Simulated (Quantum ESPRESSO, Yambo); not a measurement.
Planning a run of Quantum ESPRESSO 7.5 on SrTiO3 (Tausonite). The input:

```
&control
  calculation = 'scf'
  prefix = 'x'
  outdir = 'o'
  pseudo_dir = 'pseudo'
/
&system
  ibrav = 0
  nat = 5
  ntyp = 3
  ecutwfc = 76.0
  nbnd = 26
  force_symmorphic = .true.
/
&electrons
  conv_thr = 1e-10
  electron_maxstep = 80
  mixing_beta = 0.5
/
ATOMIC_SPECIES
  Sr 87.62 Sr.upf
  Ti 47.867 Ti.upf
  O 15.999 O.upf
CELL_PARAMETERS angstrom
  3.9443328000 0.0000000000 0.0000000000
  0.0000000000 3.9443328000 0.0000000000
  0.0000000000 0.0000000000 3.9443328000
ATOMIC_POSITIONS crystal
  Sr 0.5000000000 0.5000000000 0.5000000000
  Ti 0.0000000000 0.0000000000 0.0000000000
  O 0.5000000000 0.0000000000 0.0000000000
  O 0.0000000000 0.5000000000 0.0000000000
  O 0.0000000000 0.0000000000 0.5000000000
K_POINTS automatic
  6 6 6 0 0 0
```

```sh
OMP_NUM_THREADS=1 mpirun -n 4 pw.x -nk 4 -in pw.in > pw.out
```

Q: Estimate wall time and host memory on 4 MPI ranks of Arm Neoverse V1, shared host.

It took 15 s; on shared hardware allow 7.7 s to 31 s. Peak host memory was 0.33 GiB.

[Paths, hosts, dates, memory and timing lines, banners, echoed tables and standing remarks are left out of the program output.]

[Logs are printed without paths, hosts, clocks, repeated set-up lines and the standing remarks that a program may print on its own settings, such as how far it seeks lower states.]

[Runs of the session that timed out or met a known fault of the program may be left out.]

[Hosts, paths, dates, database ids (printed as entryN), source tags and the programs' standing remarks are cut or masked in the printed files.]
